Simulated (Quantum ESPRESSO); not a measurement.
## SiNi: spin-resolved density of states

Where do the states of the two spins of SiNi lie?

Method: PBEsol; plane waves with GBRV 1.5 PBEsol potentials, no spin-orbit coupling, in Quantum ESPRESSO 7.5.

**1. The starting structure**

It takes space group Pnma (No. 62, orthorhombic). The conventional cell has a = 5.173 Å, b = 3.338 Å, c = 5.605 Å, α = 90.00°, β = 90.00°, γ = 90.00°. Nearest to Si lie 6 Ni at 2.28 to 2.40 Å. Nearest to Ni lie 6 Si at 2.28 to 2.40 Å. Farther neighbours are not listed.

The cell comes from the Crystallography Open Database.

**2. The magnetic state**

This state came out lowest in a comparison of starts that is told elsewhere.

pw.in

```
&CONTROL
  calculation = 'scf'
  prefix = 'pwscf'
  outdir = './tmp'
  pseudo_dir = './pseudo'
  disk_io = 'low'
/
&SYSTEM
  ibrav = 0
  celldm(1) = 8
  nat = 8
  ntyp = 3
  ecutwfc = 40
  ecutrho = 280
  nbnd = 61
  occupations = 'smearing'
  smearing = 'fd'
  degauss = 0.00734986
  nspin = 2
  starting_magnetization(1) = 0
  starting_magnetization(2) = 0.0556
  starting_magnetization(3) = -0.0556
/
&ELECTRONS
  conv_thr = 1.6d-08
  electron_maxstep = 150
  mixing_beta = 0.3
/
ATOMIC_SPECIES
Si     28.0850 si_pbesol_v1.uspp.F.UPF
Ni1    58.6934 ni_pbesol_v1.4.uspp.F.UPF
Ni2    58.6934 ni_pbesol_v1.4.uspp.F.UPF
CELL_PARAMETERS alat
   1.2219677769127    0.0000000000000    0.0000000000000
   0.0000000000000    0.7885118470767    0.0000000000000
   0.0000000000000    0.0000000000000    1.3239657444894
ATOMIC_POSITIONS crystal
Si      0.3212800000    0.7500000000    0.0825000000
Si      0.1787200000    0.2500000000    0.5825000000
Si      0.8212800000    0.7500000000    0.4175000000
Si      0.6787200000    0.2500000000    0.9175000000
Ni1     0.0077900000    0.2500000000    0.1875200000
Ni2     0.4922100000    0.7500000000    0.6875200000
Ni2     0.5077900000    0.2500000000    0.3124800000
Ni1     0.9922100000    0.7500000000    0.8124800000
K_POINTS automatic
8 8 8 0 0 0
```

Run with:

```
OMP_NUM_THREADS=1 mpirun -n 4 pw.x -nk 4 -in pw.in > pw.out
```

The program printed:

```text
Program PWSCF v.7.5 starts

     Message from routine setup:
     using ibrav=0 with symmetry is DISCOURAGED, use correct ibrav instead

     K-points division:     npool     =       4
     Subspace diagonalization in iterative solution of the eigenvalue problem:

     bravais-lattice index     =            0
     lattice parameter (alat)  =       8.0000  a.u.
     unit-cell volume          =     653.1526 (a.u.)^3
     number of atoms/cell      =            8
     number of atomic types    =            3
     number of electrons       =        88.00
     number of Kohn-Sham states=           61
     kinetic-energy cutoff     =      40.0000  Ry
     charge density cutoff     =     280.0000  Ry
     scf convergence threshold =      1.6E-08
     mixing beta               =       0.3000
     number of iterations used =            8  plain     mixing
     Exchange-correlation= SLA  PW   PSX  PSC
                           (   1   4  10   8   0   0   0)

     celldm(1)=   8.000000  celldm(2)=   0.000000  celldm(3)=   0.000000
     celldm(4)=   0.000000  celldm(5)=   0.000000  celldm(6)=   0.000000

     crystal axes: (cart. coord. in units of alat)
               a(1) = (   1.221968   0.000000   0.000000 )
               a(2) = (   0.000000   0.788512   0.000000 )
               a(3) = (   0.000000   0.000000   1.323966 )

     reciprocal axes: (cart. coord. in units 2 pi/alat)
               b(1) = (  0.818352  0.000000  0.000000 )
               b(2) = (  0.000000  1.268212  0.000000 )
               b(3) = (  0.000000  0.000000  0.755307 )

     PseudoPot. # 1 for Si read from file:
     si_pbesol_v1.uspp.F.UPF
     Pseudo is Ultrasoft + core correction, Zval =  4.0

     PseudoPot. # 2 for Ni read from file:
     ni_pbesol_v1.4.uspp.F.UPF
     Pseudo is Ultrasoft + core correction, Zval = 18.0

     PseudoPot. # 3 for Ni read from file:
     ni_pbesol_v1.4.uspp.F.UPF
     Pseudo is Ultrasoft + core correction, Zval = 18.0

     atomic species   valence    mass     pseudopotential
     Si                4.00    28.08500     Si( 1.00)
     Ni1              18.00    58.69340     Ni( 1.00)
     Ni2              18.00    58.69340     Ni( 1.00)

     Starting magnetic structure
     atomic species   magnetization
     Si              0.000
     Ni1             0.056
     Ni2            -0.056

      4 Sym. Ops., with inversion, found ( 2 have fractional translation)

   Cartesian axes

     site n.     atom                  positions (alat units)
         1        Si     tau(   1) = (   0.3925938   0.5913839   0.1092272  )
         2        Si     tau(   2) = (   0.2183901   0.1971280   0.7712100  )
         3        Si     tau(   3) = (   1.0035777   0.5913839   0.5527557  )
         4        Si     tau(   4) = (   0.8293740   0.1971280   1.2147386  )
         5        Ni1    tau(   5) = (   0.0095191   0.1971280   0.2482701  )
         6        Ni2    tau(   6) = (   0.6014648   0.5913839   0.9102529  )
         7        Ni2    tau(   7) = (   0.6205030   0.1971280   0.4137128  )
         8        Ni1    tau(   8) = (   1.2124486   0.5913839   1.0756957  )

     number of k points=   170  Fermi-Dirac smearing, width (Ry)=  0.0073

     Number of k-points >= 100: set verbosity='high' to print them.

     Dense  grid:    51577 G-vectors     FFT dimensions: (  54,  36,  60)

     Smooth grid:    22357 G-vectors     FFT dimensions: (  40,  30,  45)

     Check: negative core charge=   -0.000008
     Generating pointlists ...
     new r_m :   0.2219 (alat units)  1.7756 (a.u.) for type    1
     new r_m :   0.2219 (alat units)  1.7756 (a.u.) for type    2
     new r_m :   0.2219 (alat units)  1.7756 (a.u.) for type    3

     Initial potential from superposition of free atoms

     starting charge      79.9974, renormalised to      88.0000
     Starting wfcs are   68 randomized atomic wfcs

     Self-consistent Calculation

     iteration #  1     ecut=    40.00 Ry     beta= 0.30
     Davidson diagonalization with overlap
     ethr =  1.00E-02,  avg # of iterations =  6.5

     total energy              =   -1346.56436007 Ry
     estimated scf accuracy    <     215.07829007 Ry

     total magnetization       =    -0.00 Bohr mag/cell
     absolute magnetization    =     0.40 Bohr mag/cell

     iteration #  2     ecut=    40.00 Ry     beta= 0.30
     Davidson diagonalization with overlap
     ethr =  1.00E-02,  avg # of iterations =  3.0

     total energy              =   -1409.27371379 Ry
     estimated scf accuracy    <      59.44556780 Ry

     total magnetization       =    -0.00 Bohr mag/cell
     absolute magnetization    =     0.18 Bohr mag/cell

     [... further iterations left out ...]

     iteration # 17     ecut=    40.00 Ry     beta= 0.30
     Davidson diagonalization with overlap
     ethr =  2.29E-10,  avg # of iterations =  2.0

     total energy              =   -1410.91971833 Ry
     estimated scf accuracy    <       0.00000005 Ry

     total magnetization       =    -0.00 Bohr mag/cell
     absolute magnetization    =     0.00 Bohr mag/cell

     iteration # 18     ecut=    40.00 Ry     beta= 0.30
     Davidson diagonalization with overlap
     ethr =  5.63E-11,  avg # of iterations =  2.0

     Magnetic moment per site  (integrated on atomic sphere of radius R)
     atom   1 (R=0.222)  charge=  1.6504  magn=  0.0000
     atom   2 (R=0.222)  charge=  1.6504  magn= -0.0000
     atom   3 (R=0.222)  charge=  1.6504  magn= -0.0000
     atom   4 (R=0.222)  charge=  1.6504  magn=  0.0000
     atom   5 (R=0.222)  charge= 16.3330  magn=  0.0000
     atom   6 (R=0.222)  charge= 16.3330  magn= -0.0000
     atom   7 (R=0.222)  charge= 16.3330  magn= -0.0000
     atom   8 (R=0.222)  charge= 16.3330  magn=  0.0000

     End of self-consistent calculation

     Number of k-points >= 100: set verbosity='high' to print the bands.

     the Fermi energy is    14.4569 ev

!    total energy              =   -1410.91971835 Ry
     estimated scf accuracy    <          5.7E-10 Ry
     smearing contrib. (-TS)   =      -0.00520784 Ry
     internal energy E=F+TS    =   -1410.91451051 Ry

     The total energy is F=E-TS. E is the sum of the following terms:
     one-electron contribution =   -1049.29635655 Ry
     hartree contribution      =     571.71806731 Ry
     xc contribution           =    -158.43152180 Ry
     ewald contribution        =    -774.90469947 Ry

     total magnetization       =    -0.00 Bohr mag/cell
     absolute magnetization    =     0.00 Bohr mag/cell

     convergence has been achieved in  18 iterations

=------------------------------------------------------------------------------=
   JOB DONE.
=------------------------------------------------------------------------------=
```

It took 10 min on 4 MPI ranks of Arm Neoverse V1, shared host; peak memory 1.4 GiB; 42 min of CPU time.

The spin moment in the atom's sphere vanishes on all atoms.

Read from the output:

```
smearing term TS       : 0.07086 eV
magnetization          : 0 μB
absolute magnetization : 0 μB
final state            : non-magnetic
```

**3. Post-processing**

projwfc.in

```
&PROJWFC
  prefix = 'pwscf'
  outdir = './tmp'
  filpdos = 'pdos'
  ngauss = 0
  degauss = 0.01
  DeltaE = 0.05
  Emin = 5.46
  Emax = 19.46
/
```

Run with:

```
OMP_NUM_THREADS=1 mpirun -n 4 projwfc.x -nk 4 -in projwfc.in > projwfc.out
```

The program printed:

```text
[banner, memory and clock lines left out]
Program PROJWFC v.7.5 starts

     [... lines left out ...]
     IMPORTANT: XC functional enforced from input :
     Exchange-correlation= PBESOL
                           (   1   4  10   8   0   0   0)
     Any further DFT definition will be discarded
     Please, verify this is what you really want

     G-vector sticks info

     Check: negative core charge=   -0.000008

     Gaussian broadening (read from input): ngauss,degauss=   0    0.010000

     Calling projwave ....

  Problem Sizes
  natomwfc =           68
  nbnd     =           61
  nkstot   =          340
  npwx     =         2813
  nkb      =          144

     Atomic states used for projection
     (read from pseudopotential files):

     state #   1: atom   1 (Si ), wfc  1 (l=0 m= 1)
     state #   2: atom   1 (Si ), wfc  2 (l=1 m= 1)
     state #   3: atom   1 (Si ), wfc  2 (l=1 m= 2)
     state #   4: atom   1 (Si ), wfc  2 (l=1 m= 3)
     state #   5: atom   2 (Si ), wfc  1 (l=0 m= 1)
     state #   6: atom   2 (Si ), wfc  2 (l=1 m= 1)
     state #   7: atom   2 (Si ), wfc  2 (l=1 m= 2)
     state #   8: atom   2 (Si ), wfc  2 (l=1 m= 3)
     state #   9: atom   3 (Si ), wfc  1 (l=0 m= 1)
     state #  10: atom   3 (Si ), wfc  2 (l=1 m= 1)
     state #  11: atom   3 (Si ), wfc  2 (l=1 m= 2)
     state #  12: atom   3 (Si ), wfc  2 (l=1 m= 3)
     state #  13: atom   4 (Si ), wfc  1 (l=0 m= 1)
     state #  14: atom   4 (Si ), wfc  2 (l=1 m= 1)
     state #  15: atom   4 (Si ), wfc  2 (l=1 m= 2)
     state #  16: atom   4 (Si ), wfc  2 (l=1 m= 3)
     state #  17: atom   5 (Ni1), wfc  1 (l=0 m= 1)
     state #  18: atom   5 (Ni1), wfc  2 (l=1 m= 1)
     state #  19: atom   5 (Ni1), wfc  2 (l=1 m= 2)
     state #  20: atom   5 (Ni1), wfc  2 (l=1 m= 3)
     state #  21: atom   5 (Ni1), wfc  3 (l=2 m= 1)
     state #  22: atom   5 (Ni1), wfc  3 (l=2 m= 2)
     state #  23: atom   5 (Ni1), wfc  3 (l=2 m= 3)
     state #  24: atom   5 (Ni1), wfc  3 (l=2 m= 4)
     state #  25: atom   5 (Ni1), wfc  3 (l=2 m= 5)
     state #  26: atom   5 (Ni1), wfc  4 (l=0 m= 1)
     state #  27: atom   5 (Ni1), wfc  5 (l=1 m= 1)
     state #  28: atom   5 (Ni1), wfc  5 (l=1 m= 2)
     state #  29: atom   5 (Ni1), wfc  5 (l=1 m= 3)
     state #  30: atom   6 (Ni2), wfc  1 (l=0 m= 1)
     state #  31: atom   6 (Ni2), wfc  2 (l=1 m= 1)
     state #  32: atom   6 (Ni2), wfc  2 (l=1 m= 2)
     state #  33: atom   6 (Ni2), wfc  2 (l=1 m= 3)
     state #  34: atom   6 (Ni2), wfc  3 (l=2 m= 1)
     state #  35: atom   6 (Ni2), wfc  3 (l=2 m= 2)
     state #  36: atom   6 (Ni2), wfc  3 (l=2 m= 3)
     state #  37: atom   6 (Ni2), wfc  3 (l=2 m= 4)
     state #  38: atom   6 (Ni2), wfc  3 (l=2 m= 5)
     state #  39: atom   6 (Ni2), wfc  4 (l=0 m= 1)
     state #  40: atom   6 (Ni2), wfc  5 (l=1 m= 1)
[...]
state #  53: atom   7 (Ni2), wfc  5 (l=1 m= 1)
     state #  54: atom   7 (Ni2), wfc  5 (l=1 m= 2)
     state #  55: atom   7 (Ni2), wfc  5 (l=1 m= 3)
     state #  56: atom   8 (Ni1), wfc  1 (l=0 m= 1)
     state #  57: atom   8 (Ni1), wfc  2 (l=1 m= 1)
     state #  58: atom   8 (Ni1), wfc  2 (l=1 m= 2)
     state #  59: atom   8 (Ni1), wfc  2 (l=1 m= 3)
     state #  60: atom   8 (Ni1), wfc  3 (l=2 m= 1)
     state #  61: atom   8 (Ni1), wfc  3 (l=2 m= 2)
     state #  62: atom   8 (Ni1), wfc  3 (l=2 m= 3)
     state #  63: atom   8 (Ni1), wfc  3 (l=2 m= 4)
     state #  64: atom   8 (Ni1), wfc  3 (l=2 m= 5)
     state #  65: atom   8 (Ni1), wfc  4 (l=0 m= 1)
     state #  66: atom   8 (Ni1), wfc  5 (l=1 m= 1)
     state #  67: atom   8 (Ni1), wfc  5 (l=1 m= 2)
     state #  68: atom   8 (Ni1), wfc  5 (l=1 m= 3)

 [... projections of the bands left out ...]

Lowdin Charges:

     Atom #   1: total charge =   3.2067, s =  0.9960, p =  2.2107, d =  0.0000,
                 spin up      =   1.6033, s =  0.4980,
                 spin up      =   1.6033, p =  1.1053, pz=  0.3611, px=  0.3754, py=  0.3688,
                 spin up      =   1.6033, d =  0.0000, dz2=  0.0000, dxz=  0.0000, dyz=  0.0000, dx2-y2=  0.0000, dxy=  0.0000,
                 spin down    =   1.6033, s =  0.4980,
                 spin down    =   1.6033, p =  1.1053, pz=  0.3611, px=  0.3754, py=  0.3688,
                 spin down    =   1.6033, d =  0.0000, dz2=  0.0000, dxz=  0.0000, dyz=  0.0000, dx2-y2=  0.0000, dxy=  0.0000,
                 polarization =  -0.0000, s = -0.0000, p = -0.0000, d =  0.0000,
     Atom #   2: total charge =   3.2067, s =  0.9960, p =  2.2107, d =  0.0000,
                 spin up      =   1.6033, s =  0.4980,
                 spin up      =   1.6033, p =  1.1053, pz=  0.3611, px=  0.3754, py=  0.3688,
                 spin up      =   1.6033, d =  0.0000, dz2=  0.0000, dxz=  0.0000, dyz=  0.0000, dx2-y2=  0.0000, dxy=  0.0000,
                 spin down    =   1.6033, s =  0.4980,
                 spin down    =   1.6033, p =  1.1053, pz=  0.3611, px=  0.3754, py=  0.3688,
                 spin down    =   1.6033, d =  0.0000, dz2=  0.0000, dxz=  0.0000, dyz=  0.0000, dx2-y2=  0.0000, dxy=  0.0000,
                 polarization =   0.0000, s =  0.0000, p =  0.0000, d =  0.0000,
     Atom #   3: total charge =   3.2067, s =  0.9960, p =  2.2107, d =  0.0000,
                 spin up      =   1.6033, s =  0.4980,
                 spin up      =   1.6033, p =  1.1053, pz=  0.3611, px=  0.3754, py=  0.3688,
                 spin up      =   1.6033, d =  0.0000, dz2=  0.0000, dxz=  0.0000, dyz=  0.0000, dx2-y2=  0.0000, dxy=  0.0000,
                 spin down    =   1.6033, s =  0.4980,
                 spin down    =   1.6033, p =  1.1053, pz=  0.3611, px=  0.3754, py=  0.3688,
                 spin down    =   1.6033, d =  0.0000, dz2=  0.0000, dxz=  0.0000, dyz=  0.0000, dx2-y2=  0.0000, dxy=  0.0000,
                 polarization =   0.0000, s =  0.0000, p =  0.0000, d =  0.0000,
     Atom #   4: total charge =   3.2067, s =  0.9960, p =  2.2107, d =  0.0000,
                 spin up      =   1.6033, s =  0.4980,
                 spin up      =   1.6033, p =  1.1053, pz=  0.3611, px=  0.3754, py=  0.3688,
                 spin up      =   1.6033, d =  0.0000, dz2=  0.0000, dxz=  0.0000, dyz=  0.0000, dx2-y2=  0.0000, dxy=  0.0000,
                 spin down    =   1.6033, s =  0.4980,
                 spin down    =   1.6033, p =  1.1053, pz=  0.3611, px=  0.3754, py=  0.3688,
                 spin down    =   1.6033, d =  0.0000, dz2=  0.0000, dxz=  0.0000, dyz=  0.0000, dx2-y2=  0.0000, dxy=  0.0000,
                 polarization =  -0.0000, s = -0.0000, p = -0.0000, d =  0.0000,
     Atom #   5: total charge =  18.6583, s =  2.4716, p =  7.4941, d =  8.6926,
                 spin up      =   9.3292, s =  1.2358,
                 spin up      =   9.3292, p =  3.7471, pz=  1.2589, px=  1.2478, py=  1.2404,
                 spin up      =   9.3292, d =  4.3463, dz2=  0.8821, dxz=  0.8757, dyz=  0.8326, dx2-y2=  0.8882, dxy=  0.8677,
                 spin down    =   9.3292, s =  1.2358,
                 spin down    =   9.3292, p =  3.7471, pz=  1.2589, px=  1.2478, py=  1.2404,
                 spin down    =   9.3292, d =  4.3463, dz2=  0.8821, dxz=  0.8757, dyz=  0.8326, dx2-y2=  0.8882, dxy=  0.8677,
                 polarization =   0.0000, s = -0.0000, p = -0.0000, d =  0.0000,
     Atom #   6: total charge =  18.6583, s =  2.4716, p =  7.4941, d =  8.6926,
                 spin up      =   9.3292, s =  1.2358,
                 spin up      =   9.3292, p =  3.7471, pz=  1.2589, px=  1.2478, py=  1.2404,
                 spin up      =   9.3292, d =  4.3463, dz2=  0.8821, dxz=  0.8757, dyz=  0.8326, dx2-y2=  0.8882, dxy=  0.8677,
                 spin down    =   9.3292, s =  1.2358,
                 spin down    =   9.3292, p =  3.7471, pz=  1.2589, px=  1.2478, py=  1.2404,
                 spin down    =   9.3292, d =  4.3463, dz2=  0.8821, dxz=  0.8757, dyz=  0.8326, dx2-y2=  0.8882, dxy=  0.8677,
                 polarization =  -0.0000, s =  0.0000, p =  0.0000, d = -0.0000,
     Atom #   7: total charge =  18.6583, s =  2.4716, p =  7.4941, d =  8.6926,
                 spin up      =   9.3292, s =  1.2358,
                 spin up      =   9.3292, p =  3.7471, pz=  1.2589, px=  1.2478, py=  1.2404,
                 spin up      =   9.3292, d =  4.3463, dz2=  0.8821, dxz=  0.8757, dyz=  0.8326, dx2-y2=  0.8882, dxy=  0.8677,
                 spin down    =   9.3292, s =  1.2358,
                 spin down    =   9.3292, p =  3.7471, pz=  1.2589, px=  1.2478, py=  1.2404,
                 spin down    =   9.3292, d =  4.3463, dz2=  0.8821, dxz=  0.8757, dyz=  0.8326, dx2-y2=  0.8882, dxy=  0.8677,
                 polarization =  -0.0000, s =  0.0000, p =  0.0000, d = -0.0000,
     Atom #   8: total charge =  18.6583, s =  2.4716, p =  7.4941, d =  8.6926,
                 spin up      =   9.3292, s =  1.2358,
                 spin up      =   9.3292, p =  3.7471, pz=  1.2589, px=  1.2478, py=  1.2404,
                 spin up      =   9.3292, d =  4.3463, dz2=  0.8821, dxz=  0.8757, dyz=  0.8326, dx2-y2=  0.8882, dxy=  0.8677,
                 spin down    =   9.3292, s =  1.2358,
                 spin down    =   9.3292, p =  3.7471, pz=  1.2589, px=  1.2478, py=  1.2404,
                 spin down    =   9.3292, d =  4.3463, dz2=  0.8821, dxz=  0.8757, dyz=  0.8326, dx2-y2=  0.8882, dxy=  0.8677,
                 polarization =   0.0000, s = -0.0000, p = -0.0000, d =  0.0000,
     Spilling Parameter:   0.0061
```

Run time: 12 s. Hardware: 4 MPI ranks; peak memory 0.49 GiB.

The density of states has structure finer than the step of the table below, so its rows give means over 0.5 eV, whole bins alone (the curve runs from -9.00 to 5.05 eV). Peaks (eV: height): up = down -8.00: 1.56, -3.05: 7.65, -2.05: 8.41, 4.20: 2.18; Si1 p up = Si1 p down -4.95: 0.194, -4.00: 0.28, -1.30: 0.118, 1.95: 0.159, 2.55: 0.168, 3.15: 0.198, 4.20: 0.23; Ni5 d up = Ni5 d down -3.05: 1.56, -2.05: 1.94.

Gaussian broadening of 0.136 eV on the SCF mesh. Table of density of states by energy, zero at the Fermi level; means over each step; values in states/eV/cell:

```
energy (eV)  up = down  Si1 p up = Si1 p down  Ni5 d up = Ni5 d down
       -8.5       1.06                 0.0510                 0.0221
       -8.0       1.44                 0.0473                 0.0440
       -7.5      0.928                 0.0195                 0.0390
       -7.0     0.0637                0.00425                0.00305
       -6.5       1.02                  0.128                 0.0466
       -6.0       1.53                  0.177                 0.0900
       -5.5       1.79                  0.182                  0.137
       -5.0       2.08                  0.179                  0.213
       -4.5       2.13                  0.150                  0.276
       -4.0       4.78                  0.244                  0.783
       -3.5       7.04                  0.201                   1.37
       -3.0       7.29                  0.151                   1.49
       -2.5       6.70                 0.0895                   1.46
       -2.0       6.87                 0.0525                   1.56
       -1.5       3.49                 0.0901                  0.643
       -1.0       1.57                 0.0688                  0.238
       -0.5       1.14                 0.0511                  0.177
        0.0       1.05                 0.0603                  0.138
        0.5       1.50                 0.0988                  0.174
        1.0       1.44                  0.111                  0.140
        1.5       1.59                  0.122                  0.141
        2.0       1.53                  0.138                  0.115
        2.5       1.52                  0.146                  0.100
        3.0       1.38                  0.143                 0.0732
        3.5       1.64                  0.169                 0.0749
        4.0       1.76                  0.182                 0.0632
        4.5       1.59                  0.165                 0.0497
```

**4. What came out**

```
state : non-magnetic
```

**Reading.** Distinct peaks of the density of states (up = down) stand at -8.00, -3.05, -2.05 and 4.20 eV; the one at -2.05 eV is strongest. These are Kohn–Sham states without spin–orbit coupling, on the mesh of the self-consistent run. Energies are free energies at an electronic temperature of 1160 K, which lowers moments and differences where the moments are itinerant.

[Logs and program files are shortened in this print: banners, set-up blocks, solver, clock and traceback lines can be left out without a mark of their own.]

[Logs are printed without paths, hosts, clocks, repeated set-up lines and the standing remarks that a program may print on its own settings, such as how far it seeks lower states.]

[Hosts, paths, dates, database ids (printed as entryN), source tags and the programs' standing remarks are cut or masked in the printed files.]

[Where a cell is said to come from a database of computed structures, the database is the Materials Project.]
